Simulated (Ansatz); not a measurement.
# Lattice dynamics of Sc3TlB (Pm-3m), part 3 of 3

Task: relax Sc3TlB (Pm-3m), then find its harmonic phonons.

Ansatz 0.2.0; DFT PBEsol, scalar-relativistic, plane waves, PAW; PAW set soft_1.

So far. Step 3 (Relaxing to small forces for the phonons): The forces vanish by symmetry and the pressure is 0.000 GPa, within the tolerances set. The cell now holds 19.89 Å³/atom. Step 4 (Zone-centre response): Before it was imposed, the acoustic sum rule was missed by 2.2e-5 eV/Å². Small misses are needed for a sound result but don't prove that mesh and cutoff are converged. The lowest optical mode is real, 98.2 cm⁻¹. The relaxed cell has a = 4.633 Å (conventional setting).

## (5) The dispersion

Stability and thermal properties need the whole zone. Linear response on a 4×4×4 q mesh gives force constants as far as a supercell of that size would.

Input file input.yaml:

```yaml
crystal:
  lattice:
    - [4.6329577095, 0.0, 0.0]
    - [0.0, 4.6329577095, 0.0]
    - [0.0, 0.0, 4.6329577095]
  atoms:
    - { symbol: Sc, position: [0.0, 0.5, 0.5] }
    - { symbol: Sc, position: [0.5, 0.0, 0.5] }
    - { symbol: Sc, position: [0.5, 0.5, 0.0] }
    - { symbol: Tl, position: [0.0, 0.0, 0.0] }
    - { symbol: B, position: [0.5, 0.5, 0.5] }
kpoints:
  mp_grid: { grid: [8, 8, 8] }
hamiltonian:
  xc: pbesol
  pseudopotentials: { kind: paw, azcp: { folder: soft_1 }, xc_functional: pbe }
scf:
  occupations: { method: methfessel_paxton, width: 0.2 }
output:
  eigenvalues: true
phonons:
  method: dfpt
  qmesh: [4, 4, 4]
  temperatures: { t_max: 1000, t_step: 50 }
  qpath:
    path:
      - [[0.0, 0.0, 0.0], [0.0, 0.5, 0.0], [0.5, 0.5, 0.0], [0.0, 0.0, 0.0], [0.5, 0.5, 0.5], [0.0, 0.5, 0.0]]
      - [[0.5, 0.5, 0.5], [0.5, 0.5, 0.0]]
    npoints: 10
```

Run with:

```
$ ansatz run input.yaml --threads 4 --pin off --max-ram 10240MiB --backend cpu --events-out ev --progress --plain --runs-dir out
```

Numbers of over 12 decimals in the logs are rounded to 6 here.

What it wrote:

```text
[...]
Crystal: 5 atoms, lattice volume = 99.443 Å³
Basis set: ecut = 420 eV, 1935 PW (Γ), exchange–correlation on 64×64×64 points (8 copies of the dense FFT grid, shifted against one another)
Bands: 30, of which v1, the nominal top of the filled ones, is band 25 counted from 1 (24 counted from 0)
Symmetry: 48 space group operations
k-points: 35 of 512
[...]
SCF iter   1: F=—  HF=-17790.439950 eV  |F-HF|=—  |Δ(HF+E_count)|=         —  Δρ=7.84e-2  dr2=1.63e1  ethr=3.10e-3  ⟨swp⟩=4.5  Hψ=4085  notcnv=0
[...]
SCF iter  11: F=-17786.402760 eV  HF=-17786.402760 eV  |F-HF|=3.64e-12  |Δ(HF+E_count)|=  1.09e-11  S|Δr|=    0.00e0  Δρ=7.76e-8  dr2=6.69e-12  ethr=1.00e-12  ⟨swp⟩=7.5  Hψ=5095  notcnv=0
SCF 1 converged in 11 iterations: F = -17786.402760 eV  dr2 = 6.69e-12
[...]
phonons: the bands overlap, so this run is a metal and interpolates without the dipole-dipole term. If the crystal is really an insulator or semiconductor, its LO-TO splitting is missing
NSCF: frozen V_eff on 35 k-points
[...]
DFPT response loops at q = (0, 0, 0) (fractional): preconditioner auto → Kerker (q_TF=auto, 2.425 Å⁻¹) (partly filled bands, converged f_vac=0.000); β = 1.00, the filter's whole step (`scf.mixing.beta` (0.50) is not read by the response loops under this deck's `scf.mixing.preconditioner`; to damp them name `kerker` or `kerker_dos`, under which they read `scf.mixing.beta`, and type it under 1.00, their step now; both keys bind the ground state too); Broyden in place of MSR1
[...]
SCF converged after 11 iterations
[...]
Free energy (F): -17786.402760 eV
[...]
Internal energy: -17786.405062 eV  (E = F + TS)
E sigma→0 (E₀):  -17786.403335 eV
Entropy (-TS):   0.002303 eV (0.461 meV/atom)
Fermi energy:    10.026104 eV
[...]
--- Band table (eV; the first three rows and the last of 35) ---
  k-point 0: bands = [... 21 lower, 9.9116, 10.2162, 10.2162, 10.4368, 10.4368, 10.4368, 12.9447, 12.9447, ... 1 higher]
  k-point 1: bands = [... 21 lower, 9.8739, 10.3189, 10.3558, 10.3558, 10.4647, 10.5278, 12.3199, 12.8273, ... 1 higher]
  k-point 2: bands = [... 21 lower, 9.7990, 10.1609, 10.1609, 10.2145, 10.5375, 10.6080, 11.7362, 12.7236, ... 1 higher]
  k-point 34: bands = [... 21 lower, 7.5226, 9.3355, 9.3355, 9.3355, 11.9390, 11.9390, 11.9390, 12.0398, ... 1 higher]
--- Phonons (Γ-DFPT): 4 representative perturbations + reference (Σ response iterations 12) ---
  ASR residual: 2.067e-5 → 0.000e0 eV/Å²; symmetrization residual: 1.816e-6 eV/Å²
  ASR residual per site (eV/Å²): 1.36e-5 1.36e-5 1.36e-5 6.96e-6 2.07e-5
[...]
--- Phonons (arbitrary-q DFPT): 10 irreducible q on the 4×4×4 mesh ---
  q = [0.0000, 0.0000, 0.0000] (star 1, of the zone-centre solve; hermiticity 3.60e-7, symmetrization 2.71e-12): -0.00 -0.00 0.00 98.16 98.16 98.16 128.92 128.92 128.92 230.48 230.48 230.48 459.79 459.79 459.79
  q = [0.0000, 0.0000, 0.2500] (star 6, 9 solved perturbations in 1560 linear systems a pass and spin channel, the states on 200 of 512 k-point pairs; hermiticity 4.00e-7, symmetrization 5.65e-13): 45.13 45.13 58.72 107.67 107.67 122.72 127.58 134.66 134.66 218.60 218.60 258.01 457.45 457.45 464.80
[...]
q = [0.0000, 0.2500, -0.5000] (star 12, 15 solved perturbations on 200 of 512 k-point pairs; hermiticity 5.19e-7, symmetrization 3.41e-8): 58.49 60.83 65.82 92.44 128.45 132.46 132.91 145.62 146.25 195.13 246.69 301.09 468.72 493.27 502.48
[...]
sum rule: each row above includes the acoustic sum rule's correction from the zone centre's row sums; it moved no ω² by more than (0.72 cm⁻¹)²
  mesh force constants: q→R imaginary residual 1.96e-19; ASR residual 2.067e-5 → 0.000e0 eV/Å²; symmetrization residual 2.487e-14 eV/Å²
  interpolated dispersion: 62 rows × 15 modes
  density of states and harmonic sums: on the 16×16×16 q-mesh, interpolated from the force constants of a 4×4×4 supercell (no non-analytic term)
  largest difference from the sums on the solved wave vectors: F 1.23e-2 eV, S 1.63e-5 and C_V 3.98e-6 eV/K
  zero-point energy: 0.196634 eV/cell   skipped modes (ω ≤ 0): 3   left out of the sums: 4.88e-5 of the cell's modes: C_V's classical limit lies that fraction below 3 k_B per atom; for a crystal, a wire or a layer, F and S can be off by more, and a phonons.interpolated_qmesh denser along its periods is the remedy for the sampling
```

Wall time 20 min (4 threads of Arm Neoverse V1, shared host); peak memory 3.7 GiB; 80 min of CPU time.

Numbers from this step:

```
sum-rule residual before enforcement                       : 2.07e-5 eV/Å²
lowest frequency on the path                               : 0 cm⁻¹
highest frequency on the path or at a solved wavevector    : 521.1 cm⁻¹
mean frequency                                             : 211.5 cm⁻¹
Debye temperature (second moment)                          : 486 K
logarithmic mean frequency                                 : 162.2 cm⁻¹
lowest mode on the q mesh (acoustic modes at Γ apart)      : 45.13 cm⁻¹
zero-point energy per atom                                 : 39.33 meV
heat capacity at 300 K                                     : 22.24 J/(mol atoms K)
vibrational entropy at 300 K                               : 32.70 J/(mol atoms K)
edges of the widest gap between branches, on path and mesh : 342.5, 443.1 cm⁻¹
```

Frequencies (cm⁻¹) solved at each irreducible wavevector; negative means imaginary. Frequencies by wavevector, by row:

```
q in reciprocal lattice units  star  mode 1  mode 2  mode 3  mode 4  mode 13  mode 14  mode 15
                        0 0 0     1       0       0       0    98.2    459.8    459.8    459.8
                     0 0 0.25     6    45.1    45.1    58.7   107.7    457.4    457.4    464.8
                     0 0 -0.5     3    57.4    57.4    67.1   110.1    443.1    443.1    481.4
                  0 0.25 0.25    12    53.1    55.5    63.1     111    460.5    465.1    497.1
                  0 0.25 -0.5    12    58.5    60.8    65.8    92.4    468.7    493.3    502.5
                  0 -0.5 -0.5     3    62.7    63.8    65.3    65.3    495.4    520.5    520.5
               0.25 0.25 0.25     8    57.1    57.1      65   106.1    478.6    500.1    500.1
               0.25 0.25 -0.5    12    59.7    60.5      65    87.6    493.8    507.2    510.7
               0.25 -0.5 -0.5     6    52.4    61.2    64.8    64.8    501.9    520.9    520.9
               -0.5 -0.5 -0.5     1    51.6    51.6    51.6    64.8      518      518      518
```

Interpolated from a 4×4×4 q mesh. Phonon branches along the path, in cm⁻¹:

```
    point  branch 1  branch 2  branch 3  branch 4  branch 12  branch 13  branch 14  branch 15
        Γ         0         0         0        98        230        460        460        460
  halfway        45        45        59       108        258        457        457        465
        X        57        57        67       110        300        443        443        481
  halfway        58        61        66        92        301        469        493        502
        M        63        64        65        65        312        495        520        520
  halfway        53        56        63       111        262        460        465        497
        Γ         0         0         0        98        230        460        460        460
  halfway        57        57        65       106        271        479        500        500
        R        52        52        52        65        342        518        518        518
  halfway        60        60        65        88        306        494        507        511
        X        57        57        67       110        300        443        443        481
jump to R        52        52        52        65        342        518        518        518
  halfway        52        61        65        65        322        502        521        521
        M        63        64        65        65        312        495        520        520
```

The phonon density of states has structure finer than the step of the table below, so its rows give means over 20 cm⁻¹, whole bins alone (the curve runs from 2.5 to 522 cm⁻¹). Peaks (cm⁻¹: height): 62.5: 0.233, 117.5: 0.0949, 147.5: 0.102, 227.5: 0.0358, 517.5: 0.0716.

Tetrahedra on a 16×16×16 mesh, mean over bins of 5 cm-1. Interpolated from a 4×4×4 q mesh. Table of phonon density of states by wavenumber; means over each step:

wavenumber (cm⁻¹), phonon density of states (1/cm⁻¹/cell) and a bar:
```
       20      0.001 
       40      0.012 ###
       60      0.139 ##############################
       80      0.025 #####
      100      0.046 ##########
      120      0.083 ##################
      140      0.070 ###############
      160      0.055 ############
      180      0.019 ####
      200      0.019 ####
      220      0.032 #######
      240      0.025 #####
      260      0.021 #####
      280      0.023 #####
      300      0.023 #####
      320      0.006 #
      340      0.001 
      360      0.000 
      380      0.000 
      400      0.000 
      420      0.000 
      440      0.004 #
      460      0.033 #######
      480      0.038 ########
      500      0.044 #########
```

The partial phonon density of states has structure finer than the step of the table below, so its rows give means over 20 cm⁻¹, whole bins alone (the curve runs from -10 to 546 cm⁻¹). Peaks (cm⁻¹: height): B 515.0: 0.0537; Sc 123.0: 0.084, 147.5: 0.0811, 221.0: 0.0337, 242.0: 0.0309, 301.5: 0.0261; Tl 60.0: 0.181.

Phonopy on the run's constants, 13x13x13 mesh, Gaussian sigma 4.0 cm-1. Interpolated from a 4×4×4 q mesh. Partial phonon density of states against wavenumber; means over each step; values in 1/cm⁻¹/cell:

```
wavenumber (cm⁻¹)        B       Sc       Tl
                0   6.3e-7   3.3e-5   5.2e-5
               20   3.3e-5   4.3e-4   9.0e-4
               40   1.2e-4  0.00252   0.0116
               60   9.1e-5   0.0134    0.122
               80   2.2e-6   0.0179  0.00882
              100   4.1e-4   0.0427  0.00284
              120   8.6e-4   0.0791  0.00242
              140   4.1e-4   0.0685   7.9e-4
              160   1.6e-4   0.0543   4.8e-4
              180   1.1e-4   0.0196   1.2e-4
              200  0.00238   0.0164        0
              220  0.00325   0.0281   7.1e-6
              240  0.00219   0.0231   1.6e-6
              260  0.00126   0.0191        0
              280   7.8e-4   0.0226        0
              300   3.9e-4   0.0222        0
              320   7.0e-5  0.00655        0
              340   3.1e-6   9.5e-4        0
              360        0   2.1e-6        0
              380        0        0        0
              400        0        0        0
              420        0        0        0
              440  0.00440   7.7e-4        0
              460   0.0275  0.00447        0
              480   0.0334  0.00390        0
              500   0.0407  0.00266   5.0e-7
              520   0.0314   7.1e-4   3.0e-6
```

Harmonic thermodynamic functions per atom, from the density of states. Interpolated from a 4×4×4 q mesh. Thermodynamic functions, by row:

```
T (K)  F_vib (meV/atom)  S (J/mol-atom/K)  C_V (J/mol-atom/K)
    0             39.33                 0                   0
   50              38.6             4.451               7.889
  100             34.26             12.16               14.32
  200             15.09             24.11               19.94
  300            -14.57              32.7               22.24
  400            -51.99             39.26                23.3
  500             -95.5             44.52               23.85
  600              -144              48.9               24.16
  700            -196.6             52.64               24.36
  800            -252.9              55.9                24.5
  900            -312.4             58.79               24.59
 1000            -374.7             61.39               24.65
```

Harmonic mean-square displacement, third of the trace. Interpolated from a 4×4×4 q mesh. Mean square displacements, by row:

```
T (K)  Sc1 U_eq (Å²)  Sc2 U_eq (Å²)  Sc3 U_eq (Å²)  Tl4 U_eq (Å²)  B5 U_eq (Å²)
    0        0.00261        0.00261        0.00261        0.00137       0.00362
  100        0.00394        0.00394        0.00394         0.0035       0.00392
  300        0.00968        0.00968        0.00968        0.00998        0.0058
  600        0.01892        0.01892        0.01892        0.01987       0.00991
```

Symmetry leaves 10 wavevectors to solve. The lowest mode among them, the acoustic zeros apart, lies at q = (0, 0, 0.25) and is real, 45.1 cm⁻¹.

## (6) Isotope substitution, element B, natural mass 10.81 amu

An isotope changes the mass and not the force constants, so no new electronic calculation is needed; the shifts show which modes move this element.

The same force constants with the mass of B changed from 10.810 to 10.013 u (phonopy, no LO-TO term). Both lists are sorted by frequency; levels can cross, so a row need not hold one and the same mode. Modes under 3 cm⁻¹ are left out. Isotope shifts, by row, the first 40 of 57 rows:

```
       q  rank  natural mass (cm⁻¹)  changed mass (cm⁻¹)
   0 0 0     4                98.16                98.34
   0 0 0     5                98.16                98.34
   0 0 0     6                98.16                98.34
   0 0 0     7                128.9                128.9
   0 0 0     8                128.9                128.9
   0 0 0     9                128.9                128.9
   0 0 0    10                230.5                231.1
   0 0 0    11                230.5                231.1
   0 0 0    12                230.5                231.1
   0 0 0    13                459.8                475.1
   0 0 0    14                459.8                475.1
   0 0 0    15                459.8                475.1
0 0 0.25     1                45.13                45.15
0 0 0.25     2                45.13                45.15
0 0 0.25     3                58.72                58.72
0 0 0.25     4                107.7                107.9
0 0 0.25     5                107.7                107.9
0 0 0.25     6                122.7                122.7
0 0 0.25     7                127.6                127.6
0 0 0.25     8                134.7                134.7
0 0 0.25     9                134.7                134.7
0 0 0.25    10                218.6                219.3
0 0 0.25    11                218.6                219.3
0 0 0.25    12                  258                258.7
0 0 0.25    13                457.4                472.6
0 0 0.25    14                457.4                472.6
0 0 0.25    15                464.8                481.4
0 0 -0.5     1                57.36                57.36
0 0 -0.5     2                57.36                57.36
0 0 -0.5     3                67.08                67.08
0 0 -0.5     4                110.1                110.1
0 0 -0.5     5                  115                  115
0 0 -0.5     6                117.5                117.6
0 0 -0.5     7                117.5                117.6
0 0 -0.5     8                150.2                150.2
0 0 -0.5     9                150.2                150.2
0 0 -0.5    10                198.8                199.9
0 0 -0.5    11                198.8                199.9
0 0 -0.5    12                300.1                300.1
0 0 -0.5    13                443.1                457.4
```

A mode of this element alone would shift by +3.90 %. The highest zone-centre frequency without the field goes from 459.8 to 475.1 cm⁻¹ (+3.3 %). The product of the frequency ratios over all optical modes at Γ is 1.118; the product rule, (m/m′)^(3k/2) (M′/M)^(3/2) with k = 1 such atoms and M the mass of the cell, gives 1.118.

## (7) Another isotope, element Tl, natural mass 204.38 amu

The same for Tl, from 204.38 to 202.97 u.

The same force constants with the mass of Tl changed from 204.380 to 202.972 u (phonopy, no LO-TO term). Both lists are sorted by frequency; levels can cross, so a row need not hold one and the same mode. Modes under 3 cm⁻¹ are left out. Isotope shifts, by row, the first 40 of 57 rows:

```
       q  rank  natural mass (cm⁻¹)  changed mass (cm⁻¹)
   0 0 0     4                98.16                 98.3
   0 0 0     5                98.16                 98.3
   0 0 0     6                98.16                 98.3
   0 0 0     7                128.9                128.9
   0 0 0     8                128.9                128.9
   0 0 0     9                128.9                128.9
   0 0 0    10                230.5                230.5
   0 0 0    11                230.5                230.5
   0 0 0    12                230.5                230.5
   0 0 0    13                459.8                459.8
   0 0 0    14                459.8                459.8
   0 0 0    15                459.8                459.8
0 0 0.25     1                45.13                45.25
0 0 0.25     2                45.13                45.25
0 0 0.25     3                58.72                58.91
0 0 0.25     4                107.7                107.7
0 0 0.25     5                107.7                107.7
0 0 0.25     6                122.7                122.7
0 0 0.25     7                127.6                127.6
0 0 0.25     8                134.7                134.7
0 0 0.25     9                134.7                134.7
0 0 0.25    10                218.6                218.6
0 0 0.25    11                218.6                218.6
0 0 0.25    12                  258                  258
0 0 0.25    13                457.4                457.4
0 0 0.25    14                457.4                457.4
0 0 0.25    15                464.8                464.8
0 0 -0.5     1                57.36                57.56
0 0 -0.5     2                57.36                57.56
0 0 -0.5     3                67.08                67.31
0 0 -0.5     4                110.1                110.1
0 0 -0.5     5                  115                  115
0 0 -0.5     6                117.5                117.5
0 0 -0.5     7                117.5                117.5
0 0 -0.5     8                150.2                150.2
0 0 -0.5     9                150.2                150.2
0 0 -0.5    10                198.8                198.8
0 0 -0.5    11                198.8                198.8
0 0 -0.5    12                300.1                300.1
0 0 -0.5    13                443.1                443.1
```

A mode of this element alone would shift by +0.35 %. The highest zone-centre frequency without the field goes from 459.8 to 459.8 cm⁻¹ (+0.0 %). The product of the frequency ratios over all optical modes at Γ is 1.004; the product rule, (m/m′)^(3k/2) (M′/M)^(3/2) with k = 1 such atoms and M the mass of the cell, gives 1.004.

## (8) Outcome

| Item | Value |
| --- | --- |
| space group after relaxation (within 0.01 Å) | Pm-3m |
| volume per atom | 19.9 Å³ |
| electronic character | no gap on this mesh |
| highest optical mode at the zone centre (no LO-TO term) | 460 cm⁻¹ |
| lowest optical zone-centre mode | 98.2 cm⁻¹ |
| lowest mode on the q mesh (acoustic modes at Γ apart) | 45.1 cm⁻¹ |
| highest frequency on the path or at a solved wavevector | 521 cm⁻¹ |
| zero-point energy per atom | 39.3 meV |
| heat capacity at 300 K | 22.2 J/(mol atoms K) |
| vibrational entropy at 300 K | 32.7 J/(mol atoms K) |
| Debye temperature (second moment) | 486 K |
| imaginary modes on the 4×4×4 q mesh | none |

**Reading.** The structure is a minimum as far as tested: no mode is imaginary at the 10 irreducible wavevectors of the 4×4×4 mesh, and the softest away from the acoustic zeros lies at 45 cm⁻¹. The optical modes at Γ span 98 to 460 cm⁻¹. The highest mode in this list at Γ, 459.8 cm⁻¹, is mostly motion of B (85 % of the kinetic energy). On the path and the mesh, the widest gap between branches runs from 342 to 443 cm⁻¹. With no gap, or one that is small against the smearing, the frequencies hang on the k mesh and the smearing, most of all near Kohn anomalies. The phonon runs are without spin polarisation, although the cell has an odd electron count. Spin-orbit coupling is left out, which can matter for the heavy elements here. The PAW files were made for PBE and serve the other functionals too. These are harmonic frequencies at zero temperature: anharmonic shifts, linewidths and thermal expansion are left out.

[Logs are printed without paths, hosts, clocks, repeated set-up lines and the standing remarks that a program may print on its own settings, such as how far it seeks lower states.]

[Hosts, paths, dates, database ids (printed as entryN), source tags and the programs' standing remarks are cut or masked in the printed files.]
